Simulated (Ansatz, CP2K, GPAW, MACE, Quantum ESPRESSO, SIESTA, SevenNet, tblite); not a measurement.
**Coherent Mg-rich inclusion in Li2O (96 atoms) in tblite**

Wanted: tblite inputs and outputs for coherent Mg-rich inclusion in Li2O (96 atoms), checked against a plane-wave reference.

Program: tblite 0.8.0. Level of theory: the method is named at each step. Results are calculated unless marked as measured.

## (1) The starting structure

The cell holds 96 atoms: 32 O, 56 Li and 8 Mg. Its edges and angles: a = 9.220 Å, b = 9.220 Å, c = 9.220 Å, α = 90.0°, β = 90.0°, γ = 90.0°. It derives from Li2O (fluorite-type), repeated 2×2×2. Antifluorite-type Li2O (a = 4.61 Å), 2 x 2 x 2 conventional cells, Li replaced by Mg within 3.22 Å of the centre; not relaxed, displaced by a Gaussian of 0.02 Å. Then every atom was moved at random, 0.03 Å r.m.s. a Cartesian component. Nearest the centre at fractional (0.515, 0.517, 0.522): O85 at 0.33 Å, Mg86 at 1.65 Å, Mg42 at 1.87 Å, Mg69 at 1.88 Å, Mg84 at 1.97 Å, Mg23 at 2.08 Å, Mg53 at 2.15 Å, Mg32 at 2.16 Å.

The yardstick, on the same geometry:

```
method                 : Kohn-Sham DFT, PBE, SSSP efficiency 1.3.0 pseudopotentials, plane waves (Quantum ESPRESSO 7.5); sssp-pbe-1.3.0-efficiency, cutoffs 60/480 Ry, Γ point
r.m.s. force component : 0.7445 eV/Å
longest force          : 3.951 eV/Å
pressure               : 12.54 GPa
time                   : 1.9 min on 4 MPI ranks of Arm Neoverse V1, shared host
CPU time               : 7.6 min
```

## (2) GFN1-xTB

Method: GFN1-xTB tight binding, diagonalisation.

The input, run.py:

```python
import numpy as np
from ase.io import read
from tblite.ase import TBLite

atoms = read("structure.xyz")
atoms.calc = TBLite(method="GFN1-xTB", electronic_temperature=580, accuracy=1.0, max_iterations=250, mixer_damping=0.1, verbosity=1)
energy = atoms.get_potential_energy()
forces = atoms.get_forces()
print(f"energy {energy:.6f} eV")
print("forces (eV/A)")
for i, (a, f) in enumerate(zip(atoms, forces)):
    print(f"{i:4d} {a.symbol:2s} {f[0]:10.5f} {f[1]:10.5f} {f[2]:10.5f}")
stress = -atoms.get_stress(voigt=False) * 160.21766
print("stress (GPa, compression positive)")
for row in stress:
    print(" ".join(f"{x:10.4f}" for x in row))
print("charges (e)")
print(np.array2string(atoms.get_charges(), precision=4, suppress_small=True, max_line_width=110, threshold=100000))
```

The input, structure.xyz:

```xyz
96
Lattice="9.22000 0.00000 0.00000 0.00000 9.22000 0.00000 0.00000 0.00000 9.22000" Properties=species:S:1:pos:R:3 pbc="T T T"
O 9.21834 0.04195 0.01116
Li 1.09773 1.18385 1.13738
Mg 3.50849 3.43427 3.48055
O 0.02831 2.30039 2.32630
Li 1.14872 3.57220 3.48691
Li 3.41527 1.14254 1.13139
O 2.27015 0.01512 2.29099
Li 3.49632 1.18394 3.44588
Li 1.19076 3.50369 1.17223
O 2.27172 2.30030 0.05477
Li 3.43703 3.47207 1.07422
Li 1.22506 1.17684 3.41647
O 0.00028 9.12273 4.67657
Li 1.16670 1.15351 5.77651
Li 3.43297 3.47880 7.98092
O 9.21410 2.25991 6.94377
Li 1.15471 3.40209 8.07985
Li 3.43233 1.13646 5.74314
O 2.29080 9.17777 6.93648
Li 3.48746 1.09976 8.04113
Li 1.17546 3.52222 5.76047
O 2.38687 2.28527 4.55182
Mg 3.42302 3.49576 5.80113
Li 1.16661 1.23456 8.08253
O 0.00129 4.57496 0.02489
Li 1.08741 5.80795 1.17933
Li 3.42163 8.10871 3.50332
O 9.16643 6.90855 2.26148
Li 1.10788 8.12402 3.44985
Li 3.38171 5.74277 1.12761
O 2.34640 4.53117 2.35184
Mg 3.46902 5.81487 3.42256
Li 1.15895 8.04307 1.08289
O 2.34584 6.92284 9.21862
Li 3.44146 8.04795 1.23262
Li 1.16559 5.73244 3.43666
O 9.18708 4.67076 4.61913
Li 1.14559 5.77172 5.75761
Li 3.45040 8.07405 8.03154
O 0.05716 6.87425 6.92330
Li 1.13563 8.03080 8.06390
Mg 3.44680 5.73945 5.74738
O 2.26683 4.58686 6.92689
Li 3.41702 5.75844 8.09092
Li 1.15379 8.02324 5.76379
O 2.29836 6.97484 4.59313
Li 3.53191 8.07617 5.72230
Li 1.12032 5.81072 8.08714
O 4.54408 0.00074 9.16486
Li 5.78066 1.09653 1.17786
Li 8.03228 3.50295 3.44570
O 4.68367 2.28269 2.28029
Mg 5.74249 3.44164 3.43795
Li 8.03366 1.13535 1.12281
O 6.89462 0.01789 2.28103
Li 8.09488 1.15508 3.42274
[... 36 atom lines left out ...]
Li 5.72627 7.96599 5.79265
O 6.96967 6.93040 4.65416
Li 8.05118 8.10945 5.71741
Li 5.72728 5.77910 8.10493
```

Started as:

```console
$ OMP_NUM_THREADS=1 python run.py > output.txt
```

The program printed:

```text
------------------------------------------------------------
  cycle        total energy    energy error   density error
------------------------------------------------------------
      1     -159.6558446016  -1.6035406E+02   9.7539503E-01
      2     -166.0045246754  -6.3486801E+00   8.4221932E-01
      3     -160.4648437083   5.5396810E+00   5.8200983E-01
      4     -162.1483369937  -1.6834933E+00   5.6136957E-01
      5     -169.7164291316  -7.5680921E+00   4.6592987E-01
      6     -175.4813582489  -5.7649291E+00   1.7230673E-01
      7     -173.5225867112   1.9587715E+00   2.8650402E-01
      8     -176.3930142644  -2.8704276E+00   5.5695148E-02
      9     -176.4898988205  -9.6884556E-02   1.9286562E-02
     10     -176.4635765366   2.6322284E-02   2.8675911E-02
     11     -176.4988941526  -3.5317616E-02   7.6023310E-03
     12     -176.4961909106   2.7032420E-03   9.7482975E-03
     13     -176.4986597429  -2.4688323E-03   6.0763470E-03
     14     -176.5002887396  -1.6289967E-03   2.6828789E-03
     15     -176.5002159479   7.2791711E-05   2.7166988E-03
     16     -176.5005858502  -3.6990233E-04   3.5593387E-04
     17     -176.5005900457  -4.1954995E-06   2.0474757E-04
     18     -176.5005883307   1.7150326E-06   2.8351971E-04
     19     -176.5005868415   1.4891473E-06   3.2823221E-04
     20     -176.5005893843  -2.5428180E-06   2.1005579E-04
     21     -176.5005908138  -1.4294868E-06   7.4195992E-05
     22     -176.5005910353  -2.2150689E-07   3.2175397E-05
     23     -176.5005910708  -3.5443520E-08   1.1491498E-05
------------------------------------------------------------
 total:                                   7.493 sec
energy -4802.825717 eV
forces (eV/A)
   0 O    -0.07943   -0.16903   -0.07993
   1 Li    0.01405   -0.12652    0.03328
   2 Mg   -3.99104   -1.57590   -2.88787
   3 O    -0.13765    0.19564    0.12106
   4 Li   -1.01095   -0.76147   -0.13440
   5 Li    0.00786   -0.10579   -0.14778
   6 O     0.21213   -0.08309    0.12821
   7 Li   -0.12461   -1.57212   -0.22091
   8 Li   -0.33124   -0.21907   -0.07401
   9 O     0.21488    0.19206   -0.14841
  10 Li    0.07602   -0.26538   -0.64566
  11 Li   -0.29061    0.09798    0.08362
  12 O    -0.00791    0.43466   -0.29140
  13 Li   -0.32202   -0.19202   -0.02368
  14 Li   -0.14838   -0.38516    2.22495
  15 O     0.00563    0.27692   -0.27814
  16 Li   -0.20852    0.43454    0.15900
  17 Li    0.10819   -0.82811    0.11178
  18 O     0.10646    0.16476   -0.21325
  19 Li   -0.14515    0.12082    0.16285
  20 Li   -1.63365   -0.38926    0.10753
  21 O    -0.29965    0.02558    0.09853
  22 Mg   -2.06331   -4.22057    1.41626
  23 Li   -0.00620   -0.70812    0.00060
[...]
88 Li    0.18813    0.07282    0.11089
  89 Li    0.95268   -0.12995    0.53019
  90 O     0.08746    0.28508    0.28964
  91 Li   -0.32319    0.27894   -0.16761
  92 Li    0.57206    2.20076    0.20403
  93 O    -0.42855   -0.11984   -0.13259
  94 Li    0.12866   -0.05747    0.12661
  95 Li    0.30194    0.12483    0.81148
stress (GPa, compression positive)
   44.7507    -0.0031    -0.2006
   -0.0031    44.1584     0.0278
   -0.2006     0.0278    43.3579
charges (e)
[-0.5964  0.3139  0.7275 -0.5859  0.2208  0.3057 -0.5888  0.2227  0.3117 -0.5885  0.2322  0.2972 -0.5861
  0.2877  0.1737 -0.5848  0.3018  0.2231 -0.5922  0.3066  0.1862 -0.6859  0.6656  0.3034 -0.5871  0.2811
  0.2089 -0.5875  0.3047  0.2126 -0.684   0.6979  0.2924 -0.5882  0.2982  0.2043 -0.6     0.2249  0.3252
 -0.589   0.3016  0.6767 -0.6862  0.2177  0.3228 -0.6815  0.2346  0.3004 -0.589   0.3007  0.2152 -0.6783
  0.7162  0.2912 -0.5865  0.2827  0.2388 -0.5909  0.3028  0.2258 -0.6079  0.2492  0.3033 -0.6815  0.221
  0.2987 -0.5895  0.301   0.7175 -0.6828  0.2344  0.3065 -0.6053  0.2256  0.3029 -0.6853  0.1962  0.3036
 -0.6849  0.2186  0.3022 -0.5868  0.2964  0.6845 -1.031   0.6871  0.2829 -0.6843  0.2964  0.2484 -0.6872
  0.2863  0.2074 -0.6789  0.3205  0.2142]
```

Elapsed: 8.1 s, on 1 thread of Arm Neoverse V1, shared host; peak memory 0.11 GiB.

Banners, paths, timers and routine set-up lines are dropped from the logs unmarked, and long logs keep their key lines alone; longer cuts are marked.

Against the reference:

```yaml
r_m_s_force_component: 0.9574 eV/Å
r_m_s_difference_of_force_components: 353.5 meV/Å
longest_difference_of_force_vectors: 2131 meV/Å
force_difference_over_r_m_s_force: 47.49 %
slope_of_forces_against_the_reference_s: 1.214
correlation_of_force_components: 0.9441
pressure: 44.09 GPa
pressure_difference: 31.55 GPa
```

Length of the force difference by element (eV/Å):

| element | atoms | mean | most |
| --- | --- | --- | --- |
| Li | 56 | 0.30 | 0.86 |
| Mg | 8 | 1.5 | 2.1 |
| O | 32 | 0.49 | 1.4 |

A closer look about O64, picked at random: 9 atoms, nearest first, numbered in the order of the input, with positions taken from that point.

| atom | x | y | z | distance (Å) | bonds | Mulliken charge (e) | Fx | Fy | Fz (eV/Å) |
| --- | --- | --- | --- | --- | --- | --- | --- | --- | --- |
| O64 | 0.00 | 0.00 | 0.00 | 0.00 | 8 | -0.68 | 0.02 | 0.22 | -0.16 |
| Li72 | 1.15 | -1.11 | 1.12 | 1.95 | 4 | 0.31 | 0.03 | 0.08 | 0.41 |
| Li20 | -1.16 | -1.14 | 1.12 | 1.97 | 4 | 0.31 | -0.15 | 0.12 | 0.16 |
| Li62 | 1.15 | -1.16 | -1.12 | 1.98 | 4 | 0.25 | -0.20 | -0.65 | -0.17 |
| Li65 | 1.02 | 1.24 | 1.15 | 1.98 | 4 | 0.22 | 0.52 | -0.29 | 1.20 |
| Mg69 | 1.09 | 1.25 | -1.14 | 2.01 | 4 | 0.72 | 2.62 | -3.69 | 1.80 |
| Li18 | -1.21 | -1.10 | -1.18 | 2.02 | 4 | 0.22 | 0.11 | -0.83 | 0.11 |
| Li15 | -1.21 | 1.24 | 1.06 | 2.03 | 4 | 0.17 | -0.15 | -0.39 | 2.22 |
| Mg23 | -1.22 | 1.26 | -1.12 | 2.08 | 4 | 0.67 | -2.06 | -4.22 | 1.42 |

Atoms are counted from 1 here, from 0 in the log.

Forces lie 47 % from the reference's, at 0.018 times its CPU time (on 1 against 4 cores).

The difference per atom is largest on Mg (1.5 eV/Å on average, against 0.49 on O).

## (3) Summary of results

| Item | Value |
| --- | --- |
| force difference from the reference | tblite GFN1-xTB, 47 % |
| its CPU time | 8.1 s |

In words: Tight binding differs by 47 % (tblite GFN1-xTB); it is another model, with fitted parameters of its own, and the xTB methods hold dispersion. One electronic-structure run takes under half the reference's CPU time: tblite GFN1-xTB, at 47 % in 8.1 s against 7.6 min; its pressure misses by +31.5 GPa. Periodic xTB results under one method name differ between programs and library versions. The reference's pressure holds the uncorrected Pulay stress of its 60 Ry basis, so small pressure differences, and their order, may be the reference's own error. The reference's pressure of 13 GPa says that the cell would expand at this level of theory. The electronic-structure runs sample only Γ, in a cell whose shortest periodic width is 9 Å.

[Also dropped from logs without a mark: logging warnings of Python, and SIESTA's first energy breakdown and zero terms.]

[Logs are printed without paths, hosts, clocks, repeated set-up lines and the standing remarks that a program may print on its own settings, such as how far it seeks lower states.]

[Hosts, paths, dates, database ids (printed as entryN), source tags and the programs' standing remarks are cut or masked in the printed files.]
